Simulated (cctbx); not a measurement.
## Finding the light atoms

Cell a = 6.1060 Å, b = 6.1060 Å, c = 6.1060 Å, α = 90.00°, β = 90.00°, γ = 90.00°; space group P4_232 (no. 208); content V4 H12. The heavier atoms are placed; H is still missing.

The data are simulated with cctbx, not measured: synchrotron X-rays, λ = 0.6889 Å, to d = 0.77 Å, 95 % of the full sphere, strongest reflection 40000 counts, noise from counting, a 1.5 % proportional error and a noise floor of 15 counts (s.d.); no absorption.

Refinement without H (map in e/Å³):

```text
Rint 0.017, 94 unique reflections to 0.78 A
cycle     R1     wR2    GooF  max shift (A)
   1  0.1052  0.1990  23.155   0.00000
   2  0.0232  0.0333   3.878   0.00000
final R1 0.0232 wR2 0.0333 GooF 3.878  parameters 1  data/parameter 94.0
atom        x        y        z      Ueq    occ   su(xyz)  su(Uiso or U11)
V1     0.75000  0.25000  0.75000   0.0087  1.000  0.00000  0.0002
difference map: max 0.22 min -0.07 rms 0.06
Q1    0.0000  0.0000  0.1943   12    0.22  2.19 A from V1
Q2    0.0000  0.0000  0.3057   12    0.22  2.19 A from V1
Q3    0.0000  0.1943  0.5000   12    0.22  2.19 A from V1
Q4    0.0000  0.5000  0.1943   12    0.22  2.19 A from V1
Q5    0.0000  0.0000  0.0000    2    0.03  2.64 A from V1
Q6    0.0000  0.0000  0.5000    6    0.03  2.64 A from V1
Q7    0.2500  0.2500  0.2500    4    0.02  0.00 A from V1
Q8    0.1348  0.2500  0.3652   12   -0.02  0.99 A from V1
```

The data are simulated with cctbx, not measured: neutrons of λ = 0.95 Å, to d = 0.8 Å, 95 % of the full sphere, strongest reflection 5000 counts, noise from counting, a 1.5 % proportional error and a noise floor of 15 counts (s.d.); no absorption.

Refinement without H (map in fm/Å³; only maxima are listed):

```text
Rint 0.040, 84 unique reflections to 0.80 A
cycle     R1     wR2    GooF  max shift (A)
   1  0.9494  0.9941  77.113   0.00000
   2  0.9503  0.9930  77.027   0.00000
final R1 0.9502 wR2 0.9930 GooF 77.030  parameters 1  data/parameter 84.0
atom        x        y        z      Ueq    occ   su(xyz)  su(Uiso or U11)
V1     0.75000  0.25000  0.75000   0.0028  1.000  0.00000  0.0539
difference map: max 0.64 min -3.42 rms 0.28
Q1    0.0902  0.0902  0.0902    8    0.65  1.69 A from V1
Q2    0.0902  0.0902  0.4098   24    0.65  1.69 A from V1
Q3    0.0903  0.0903  0.5903   24    0.60  2.49 A from V1
Q4    0.0903  0.0903  0.9097    8    0.60  2.49 A from V1
Q5    0.1610  0.3144  0.8144   24    0.42  2.57 A from V1
Q6    0.1774  0.1774  0.8226    8    0.42  2.68 A from V1
Q7    0.9970  0.1889  0.1889   24    0.36  1.63 A from V1
Q8    0.9970  0.1889  0.3111   24    0.36  1.63 A from V1
```

**Question.** Where is H, and which data fix it better?

H sits at (1/2, 0, 0.8230). Adding it takes R1 from 0.023 to 0.003 with X-rays and from 0.950 to 0.011 with neutrons. Its largest coordinate s.u. is 0.00169 with X-rays and 0.00005 with neutrons, so neutrons fix it better in these data. In the X-ray map Q3 marks it. No listed neutron peak is on it. Natural H has a negative scattering length, so it shows as a hole in the neutron map (minimum -3.4), not among the maxima.

Final neutron refinement:

```text
Rint 0.040, 84 unique reflections to 0.80 A
cycle     R1     wR2    GooF  max shift (A)
   1  0.0232  0.0337   2.643   0.00440
   2  0.0105  0.0139   1.088   0.00000
final R1 0.0105 wR2 0.0139 GooF 1.088  parameters 3  data/parameter 28.0
atom        x        y        z      Ueq    occ   su(xyz)  su(Uiso or U11)
V1     0.75000  0.25000  0.75000   0.0093  1.000  0.00000  0.0009
H1     0.50000  0.00000  0.82298   0.0203  1.000  0.00005  0.0001
difference map: max 0.05 min -0.06 rms 0.02
Q1    0.9879  0.3389  0.3940   24    0.06  0.66 A from H1
Q2    0.0282  0.2023  0.7365   24    0.05  1.46 A from H1
Q3    0.9882  0.3620  0.2507   24    0.05  1.54 A from H1
Q4    0.0000  0.5000  0.2500    6    0.05  1.87 A from H1
Q5    0.0000  0.5000  0.0966   12    0.04  1.23 A from H1
Q6    0.9929  0.1428  0.1213   24    0.03  1.87 A from V1
```

The model was made for the exercise: a known structure type with other elements put in, its volume estimated, not relaxed; displacement parameters are assumed.

[Middle refinement cycles are left out of these outputs.]

[Logs are printed without paths, hosts, clocks, repeated set-up lines and the standing remarks that a program may print on its own settings, such as how far it seeks lower states.]
